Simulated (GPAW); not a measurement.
**C2 in line between two Na chains: transmission at several levels**

Wanted: the zero-bias transmission of C2 in line between two Na chains on a ladder of levels, with run times.

Program: GPAW 26.7.0. Level of theory: GPAW LCAO, PAW setups; Landauer transmission from Green's functions with principal layers (ASE), zero bias. Results are calculated unless marked as measured.

## Step 1: The structure

The cell holds 14 atoms: 12 Na and 2 C. Cell: a = 9.000 Å, b = 9.000 Å, c = 41.828 Å, α = 90.0°, β = 90.0°, γ = 90.0°. Regions: left lead, 6 atoms (6 Na); channel, 2 atoms (2 C); right lead, 6 atoms (6 Na). Vacuum lies along a and b. The structure is stacked along c, and the current runs across the ab planes.

## Step 2: GPAW, dzp

Localised orbitals split the wire into layers that couple to their neighbours alone, which is what the Green's function method needs; double zeta with polarisation is the usual level for numbers.

The input, run.py:

```python
import json
import numpy as np
from ase import Atoms
from ase.transport.calculators import TransportCalculator
from gpaw import GPAW, FermiDirac
from gpaw.lcao.tools import get_lcao_hamiltonian
from scipy.linalg import eigh

# The junction with lead layers at both ends, along the third cell vector
device = Atoms(
    ['Na', 'Na', 'Na', 'Na', 'Na', 'Na', 'C', 'C', 'Na', 'Na', 'Na', 'Na', 'Na', 'Na'],
    positions=[
        [4.50000, 4.50000, 1.65000],
        [4.50000, 4.50000, 4.95000],
        [4.50000, 4.50000, 8.25000],
        [4.50000, 4.50000, 11.55000],
        [4.50000, 4.50000, 14.85000],
        [4.50000, 4.50000, 18.15000],
        [4.50000, 4.50000, 20.29420],
        [4.50000, 4.50000, 21.53420],
        [4.50000, 4.50000, 23.67840],
        [4.50000, 4.50000, 26.97840],
        [4.50000, 4.50000, 30.27840],
        [4.50000, 4.50000, 33.57840],
        [4.50000, 4.50000, 36.87840],
        [4.50000, 4.50000, 40.17840]],
    cell=[[9.0, 0.0, 0.0], [0.0, 9.0, 0.0], [0.0, 0.0, 41.8284]],
    pbc=True)

# One principal layer of the lead: the first 4 atoms of the device
lead = Atoms(
    ['Na', 'Na', 'Na', 'Na'],
    positions=[
        [4.50000, 4.50000, 1.65000],
        [4.50000, 4.50000, 4.95000],
        [4.50000, 4.50000, 8.25000],
        [4.50000, 4.50000, 11.55000]],
    cell=[[9.0, 0.0, 0.0], [0.0, 9.0, 0.0], [0.0, 0.0, 13.2]],
    pbc=True)

settings = dict(mode='lcao', basis='dzp', xc='PBE', h=0.2,
                occupations=FermiDirac(0.1), maxiter=250,
                mixer=dict(beta=0.1, nmaxold=8, weight=100.0),
                convergence=dict(density=0.0001))
energies = np.arange(-2, 2 + 1e-9, 0.05)
eta = 0.0001
n1, n2 = 1, 1
# k and -k transmit alike, so half of the mesh across the current serves
mesh = [(i, j) for i in range(n1) for j in range(n2) if (i, j) <= (-i % n1, -j % n2)]
weights = np.array([1 if (i, j) == (-i % n1, -j % n2) else 2 for i, j in mesh]) / (n1 * n2)

# [... helper functions left out ...]
fermi_lead = ground_state(lead, (1, 1, 9), 'lead.txt')
fermi_device = ground_state(device, (1, 1, 2), 'device.txt')
# [... loop over the mesh left out, but for ...]
        # Shift the lead onto the potential of the device's first layer
        shift = ((H[:, 0, 0] - H0[:, 0, 0]) / S0[0, 0]).real.mean()
# [...]
kT = 8.617333e-5 * 500
bias = [0.1, 0.2, 0.5, 1.0, 1.5, 2.0]
# [... integrals and printing left out ...]
```

Run with:

```bash
$ OMP_NUM_THREADS=1 OPENBLAS_NUM_THREADS=1 python run.py
```

The program printed:

```text
basis functions: device 230, principal layer 68
Fermi level: lead -2.4844 eV, device -2.7264 eV; lead shifted by 0.0000 eV
largest coupling past the next layer 4.16e-12 eV, largest misfit of the first layer 0.049 eV
  E-E_F (eV)   T (one spin)  [channel counts left out]
    -2.000    1.4796e-10
    -1.950    1.4770e-10
    -1.900    1.4742e-10
    -1.850    1.4714e-10
    -1.800    1.4684e-10
    -1.750    1.4653e-10
    -1.700    1.4620e-10
    -1.650    1.4585e-10
    -1.600    1.4549e-10
    -1.550    1.4510e-10
    -1.500    1.4467e-10
    -1.450    1.4420e-10
    -1.400    1.4365e-10
    -1.350    1.4300e-10
    -1.300    1.4219e-10
    -1.250    1.4109e-10
[...]
1.650    2.1856e-02
     1.700    2.1502e-02
     1.750    2.1041e-02
     1.800    2.0445e-02
     1.850    1.9677e-02
     1.900    1.8677e-02
     1.950    1.7361e-02
     2.000    1.5587e-02
conductance at 500 K: 0.10139 G0 a cell; thermopower 28.68 uV/K
current from the zero-bias T(E) at 0.1 V: 0.78624 uA
current from the zero-bias T(E) at 0.2 V: 1.5767 uA
current from the zero-bias T(E) at 0.5 V: 4.0204 uA
current from the zero-bias T(E) at 1.0 V: 9.1376 uA
current from the zero-bias T(E) at 1.5 V: 19.158 uA
current from the zero-bias T(E) at 2.0 V: 21.795 uA
```

Wall time 78 s (1 thread of Arm Neoverse V2, shared host); peak memory 1.5 GiB.

This step gave:

```yaml
conductance: 0.1014 G₀
thermopower: 28.68 μV/K
largest_coupling_past_the_next_principal_layer: 4.16e-12 eV
largest_misfit_of_the_first_principal_layer: 0.04933 eV
shift_that_aligns_the_lead: 4.44e-5 eV
basis_functions_of_the_junction: 230
basis_functions_of_a_principal_layer: 68
transmission_at_the_fermi_level_one_spin: 0.1008
```

One spin. Transmission, zone mean against energy, zero at the Fermi level:

energy (eV), transmission, zone mean and a bar:
```
    -2.00      0.000 
    -1.85      0.000 
    -1.70      0.000 
    -1.60      0.000 
    -1.45      0.000 
    -1.30      0.000 
    -1.15      0.000 
    -1.05      0.000 
    -0.90      0.000 
    -0.75      0.579 ##################
    -0.70      0.966 ##############################
    -0.60      0.471 ###############
    -0.50      0.289 #########
    -0.35      0.190 ######
    -0.20      0.150 #####
    -0.05      0.114 ####
     0.00      0.101 ###
     0.05      0.088 ###
     0.20      0.059 ##
     0.35      0.043 #
     0.50      0.035 #
     0.60      0.032 #
     0.75      0.029 #
     0.90      0.027 #
     1.05      0.026 #
     1.15      0.025 #
     1.30      0.024 #
     1.45      0.023 #
     1.60      0.022 #
     1.70      0.022 #
     1.85      0.020 #
     2.00      0.016
```

Not self-consistent under bias; the bias window is split evenly. Current through one cell, from the zero-bias transmission against bias:

```
bias (V)  current through one cell, from the zero-bias transmission (μA)
   0.100                                                           0.786
   0.200                                                            1.58
   0.500                                                            4.02
   1.000                                                            9.14
   1.500                                                            19.2
   2.000                                                            21.8
```

Table of transmission of the three most open eigenchannels by energy, zero at the Fermi level:

```
energy (eV)  channel 1  channel 2  channel 3
     -1.000    1.0e-10    5.2e-12          0
     -0.800     0.0293     2.3e-8    4.4e-11
     -0.600      0.471    8.1e-11    1.0e-11
     -0.400      0.212    9.7e-11    1.4e-11
     -0.200      0.150    9.9e-11    1.4e-11
      0.000      0.101    9.8e-11    1.4e-11
      0.200     0.0593    9.5e-11    1.4e-11
      0.400     0.0395    9.2e-11    1.3e-11
      0.600     0.0318    8.8e-11    1.3e-11
      0.800     0.0286    8.3e-11    1.2e-11
      1.000     0.0263    7.8e-11    1.1e-11
      1.200     0.0243    7.3e-11    1.1e-11
      1.400     0.0230    6.7e-11    9.7e-12
      1.600     0.0221    6.1e-11    8.6e-12
      1.800     0.0204     6.3e-6     6.3e-6
      2.000     0.0152     2.0e-4     2.0e-4
```

Couplings past the next layer reach 4.2e-12 eV, small enough to drop; the matrix elements of the cell's first layer differ from the bulk lead's by up to 0.049 eV. That layer keeps its own values in the calculation, and only beyond it is the lead taken as perfect. The Fermi levels of lead and junction count from different zeros of potential, one for each periodic cell; with both set to zero, the small remaining shift is what aligns them. By hand: G = 0.1014 × 77.48 μS = 7.86 μS, a resistance of 127 kΩ; at 0.1 V a linear junction would pass 0.786 μA, and the integral over the bias window gives 0.786 μA. Mott's formula, S = -(π²/3)(k_B²T/e) d ln T/dE, has the prefactor 12.2 μV/K·eV at 500 K; T = 0.1137 at -0.05 eV and 0.08848 at 0.05 eV give a slope of -2.51 per eV and S = 30.6 μV/K, beside 28.7 μV/K from the thermal integral, which interpolates the same grid.

## Step 3: Single-zeta polarised basis

The second zeta is dropped, the polarisation orbitals stay.

run.py: that of step 2 with these lines changed.

```diff
@@ -40,3 +40,3 @@
 
-settings = dict(mode='lcao', basis='dzp', xc='PBE', h=0.2,
+settings = dict(mode='lcao', basis='szp(dzp)', xc='PBE', h=0.2,
                 occupations=FermiDirac(0.1), maxiter=250,
```

The program printed:

```text
basis functions: device 138, principal layer 40
Fermi level: lead -2.5061 eV, device -2.7786 eV; lead shifted by -0.0006 eV
largest coupling past the next layer 4.06e-12 eV, largest misfit of the first layer 0.055 eV
  E-E_F (eV)   T (one spin)  [channel counts left out]
    -2.000    1.9515e-10
    -1.950    1.9490e-10
    -1.900    1.9465e-10
    -1.850    1.9440e-10
    -1.800    1.9416e-10
    -1.750    1.9392e-10
    -1.700    1.9370e-10
    -1.650    1.9349e-10
    -1.600    1.9331e-10
    -1.550    1.9317e-10
    -1.500    1.9307e-10
    -1.450    1.9304e-10
    -1.400    1.9309e-10
    -1.350    1.9327e-10
    -1.300    1.9360e-10
    -1.250    1.9415e-10
[...]
1.650    3.2443e-02
     1.700    3.2868e-02
     1.750    3.3200e-02
     1.800    3.3391e-02
     1.850    3.3382e-02
     1.900    3.3078e-02
     1.950    3.2337e-02
     2.000    3.0921e-02
conductance at 500 K: 0.092752 G0 a cell; thermopower 29.76 uV/K
current from the zero-bias T(E) at 0.1 V: 0.71947 uA
current from the zero-bias T(E) at 0.2 V: 1.4439 uA
current from the zero-bias T(E) at 0.5 V: 3.6993 uA
current from the zero-bias T(E) at 1.0 V: 8.708 uA
current from the zero-bias T(E) at 1.5 V: 18.697 uA
current from the zero-bias T(E) at 2.0 V: 20.672 uA
```

Run time: 61 s. Hardware: 1 thread; peak memory 1.4 GiB.

Numbers from this step:

```
conductance                                    : 0.09275 G₀
thermopower                                    : 29.76 μV/K
largest coupling past the next principal layer : 4.06e-12 eV
largest misfit of the first principal layer    : 0.05519 eV
shift that aligns the lead                     : -6.05e-4 eV
basis functions of the junction                : 138
basis functions of a principal layer           : 40
transmission at the Fermi level (one spin)     : 0.09202
```

One spin. Table of transmission, zone mean by energy, zero at the Fermi level:

```
energy (eV)  transmission, zone mean
      -2.00                  2.0e-10
      -1.85                  1.9e-10
      -1.70                  1.9e-10
      -1.60                  1.9e-10
      -1.45                  1.9e-10
      -1.30                  1.9e-10
      -1.15                  2.0e-10
      -1.05                  2.0e-10
      -0.90                  2.2e-10
      -0.75                    0.183
      -0.65                    0.913
      -0.60                    0.586
      -0.50                    0.297
      -0.35                    0.180
      -0.20                    0.140
      -0.05                    0.104
       0.00                   0.0920
       0.05                   0.0804
       0.20                   0.0537
       0.35                   0.0393
       0.50                   0.0327
       0.60                   0.0307
       0.75                   0.0295
       0.90                   0.0291
       1.05                   0.0289
       1.15                   0.0290
       1.30                   0.0295
       1.45                   0.0305
       1.60                   0.0320
       1.70                   0.0329
       1.85                   0.0334
       2.00                   0.0309
```

Not self-consistent under bias; the bias window is split evenly. Table of current through one cell, from the zero-bias transmission by bias:

```
bias (V)  current through one cell, from the zero-bias transmission (μA)
   0.100                                                           0.719
   0.200                                                            1.44
   0.500                                                            3.70
   1.000                                                            8.71
   1.500                                                            18.7
   2.000                                                            20.7
```

The transmission of the three most open eigenchannels by energy, zero at the Fermi level:

```
energy (eV)  channel 1  channel 2  channel 3
      -2.00    2.0e-10          0          0
      -1.85    1.9e-10          0          0
      -1.70    1.9e-10          0          0
      -1.60    1.9e-10          0          0
      -1.45    1.9e-10          0          0
      -1.30    1.9e-10          0          0
      -1.15    2.0e-10          0          0
      -1.05    2.0e-10          0          0
      -0.90    2.2e-10    2.2e-12          0
      -0.75      0.183    1.2e-10          0
      -0.60      0.586    1.5e-10          0
      -0.50      0.297    1.5e-10          0
      -0.35      0.180    1.5e-10          0
      -0.20      0.140    1.5e-10          0
      -0.05      0.104    1.5e-10          0
       0.00     0.0920    1.4e-10          0
       0.05     0.0804    1.4e-10          0
       0.20     0.0537    1.4e-10          0
       0.35     0.0393    1.3e-10          0
       0.50     0.0327    1.2e-10          0
       0.60     0.0307    1.1e-10          0
       0.75     0.0295    1.0e-10          0
       0.90     0.0291    9.4e-11          0
       1.05     0.0289    8.5e-11          0
       1.15     0.0290    7.9e-11          0
       1.30     0.0295    7.1e-11          0
       1.45     0.0305    6.3e-11          0
       1.60     0.0320    5.7e-11          0
       1.70     0.0329    5.3e-11          0
       1.85     0.0334     1.2e-5     1.2e-5
       2.00     0.0307     1.0e-4     1.0e-4
```

The conductance, 0.0928 G₀, lies 8.5 % below that of the dzp run.

## Step 4: GPAW, sz: basis = "sz(dzp)"

One function for each valence shell of the setup, as for a first survey of a large system.

run.py: that of step 3 with these lines changed.

```diff
@@ -40,3 +40,3 @@
 
-settings = dict(mode='lcao', basis='szp(dzp)', xc='PBE', h=0.2,
+settings = dict(mode='lcao', basis='sz(dzp)', xc='PBE', h=0.2,
                 occupations=FermiDirac(0.1), maxiter=250,
```

The program printed:

```text
basis functions: device 92, principal layer 28
Fermi level: lead -2.4845 eV, device -2.7774 eV; lead shifted by -0.0014 eV
largest coupling past the next layer 4.26e-12 eV, largest misfit of the first layer 0.059 eV
  E-E_F (eV)   T (one spin)  [channel counts left out]
    -2.000    3.6608e-13
    -1.950    3.6426e-13
    -1.900    3.6248e-13
[...]
1.950    4.8336e-02
     2.000    4.8492e-02
conductance at 500 K: 0.11481 G0 a cell; thermopower 41.46 uV/K
current from the zero-bias T(E) at 0.1 V: 0.89372 uA
current from the zero-bias T(E) at 0.2 V: 1.8127 uA
current from the zero-bias T(E) at 0.5 V: 5.0329 uA
current from the zero-bias T(E) at 1.0 V: 15.602 uA
current from the zero-bias T(E) at 1.5 V: 23.636 uA
current from the zero-bias T(E) at 2.0 V: 24.491 uA
```

Elapsed: 48 s, on 1 thread; peak memory 1.3 GiB.

This step gave:

```yaml
conductance: 0.1148 G₀
thermopower: 41.46 μV/K
largest_coupling_past_the_next_principal_layer: 4.26e-12 eV
largest_misfit_of_the_first_principal_layer: 0.05895 eV
shift_that_aligns_the_lead: -0.001388 eV
basis_functions_of_the_junction: 92
basis_functions_of_a_principal_layer: 28
transmission_at_the_fermi_level_one_spin: 0.1110
```

One spin. Table of transmission, zone mean by energy, zero at the Fermi level:

```
energy (eV)  transmission, zone mean
     -2.000                        0
     -1.800                        0
     -1.600                        0
     -1.400                        0
     -1.200                        0
     -1.000                        0
     -0.800                  0.00461
     -0.600                    0.438
     -0.500                    0.980
     -0.400                    0.532
     -0.200                    0.214
      0.000                    0.111
      0.200                   0.0580
      0.400                   0.0373
      0.600                   0.0309
      0.800                   0.0299
      1.000                   0.0306
      1.200                   0.0321
      1.400                   0.0349
      1.600                   0.0395
      1.800                   0.0451
      2.000                   0.0485
```

The conductance, 0.115 G₀, lies 13 % above that of the dzp run.

## Step 5: revPBE in the dzp basis: xc = "revPBE"

Back in the dzp basis, the functional changes from PBE to revPBE, to set the spread between functionals beside that between bases.

run.py: that of step 4 with these lines changed.

```diff
@@ -40,3 +40,3 @@
 
-settings = dict(mode='lcao', basis='sz(dzp)', xc='PBE', h=0.2,
+settings = dict(mode='lcao', basis='dzp', xc='revPBE', h=0.2,
                 occupations=FermiDirac(0.1), maxiter=250,
```

The program printed:

```text
basis functions: device 230, principal layer 68
Fermi level: lead -2.3960 eV, device -2.6355 eV; lead shifted by -0.0016 eV
largest coupling past the next layer 5.77e-12 eV, largest misfit of the first layer 0.052 eV
  E-E_F (eV)   T (one spin)  [channel counts left out]
    -2.000    1.5111e-10
    -1.950    1.5085e-10
    -1.900    1.5058e-10
[...]
1.950    1.6785e-02
     2.000    1.4717e-02
conductance at 500 K: 0.098386 G0 a cell; thermopower 31.34 uV/K
current from the zero-bias T(E) at 0.1 V: 0.76353 uA
current from the zero-bias T(E) at 0.2 V: 1.5344 uA
current from the zero-bias T(E) at 0.5 V: 3.9692 uA
current from the zero-bias T(E) at 1.0 V: 9.528 uA
current from the zero-bias T(E) at 1.5 V: 20.225 uA
current from the zero-bias T(E) at 2.0 V: 22.329 uA
```

Wall time 76 s (1 thread); peak memory 1.5 GiB.

This step gave:

* conductance: 0.09839 G₀
* thermopower: 31.34 μV/K
* largest coupling past the next principal layer: 5.77e-12 eV
* largest misfit of the first principal layer: 0.05241 eV
* shift that aligns the lead: -0.001647 eV
* basis functions of the junction: 230
* basis functions of a principal layer: 68
* transmission at the Fermi level (one spin): 0.09726

One spin. The transmission, zone mean by energy, zero at the Fermi level:

```
energy (eV)  transmission, zone mean
      -2.00                  1.5e-10
      -1.90                  1.5e-10
      -1.80                  1.5e-10
      -1.70                  1.5e-10
      -1.55                  1.5e-10
      -1.45                  1.5e-10
      -1.35                  1.5e-10
      -1.25                  1.4e-10
      -1.15                  1.4e-10
      -1.05                  1.3e-10
      -0.90                  2.0e-10
      -0.80                  0.00470
      -0.70                    0.931
      -0.60                    0.600
      -0.50                    0.338
      -0.40                    0.234
      -0.25                    0.168
      -0.15                    0.139
      -0.05                    0.111
       0.00                   0.0973
       0.05                   0.0846
       0.15                   0.0638
       0.25                   0.0494
       0.40                   0.0371
       0.50                   0.0328
       0.60                   0.0302
       0.70                   0.0286
       0.80                   0.0274
       0.90                   0.0264
       1.05                   0.0248
       1.15                   0.0239
       1.25                   0.0232
       1.35                   0.0226
       1.45                   0.0222
       1.55                   0.0218
       1.70                   0.0211
       1.80                   0.0200
       1.90                   0.0182
       2.00                   0.0147
```

The conductance, 0.0984 G₀, lies 3.0 % below that of the dzp run.

## Step 6: All levels side by side

Times are for 1 thread of Arm Neoverse V2, shared host. The runs compared:

```
no.         run  conductance (G₀)  time  memory (GiB)
  1         dzp            0.1014  78 s           1.5
  2         szp           0.09275  61 s           1.4
  3          sz            0.1148  48 s           1.3
  4  dzp revPBE           0.09839  76 s           1.5
```

[end of part 1 of 2]

[Logs are printed without paths, hosts, clocks, repeated set-up lines and the standing remarks that a program may print on its own settings, such as how far it seeks lower states.]

[Hosts, paths, dates, database ids (printed as entryN), source tags and the programs' standing remarks are cut or masked in the printed files.]
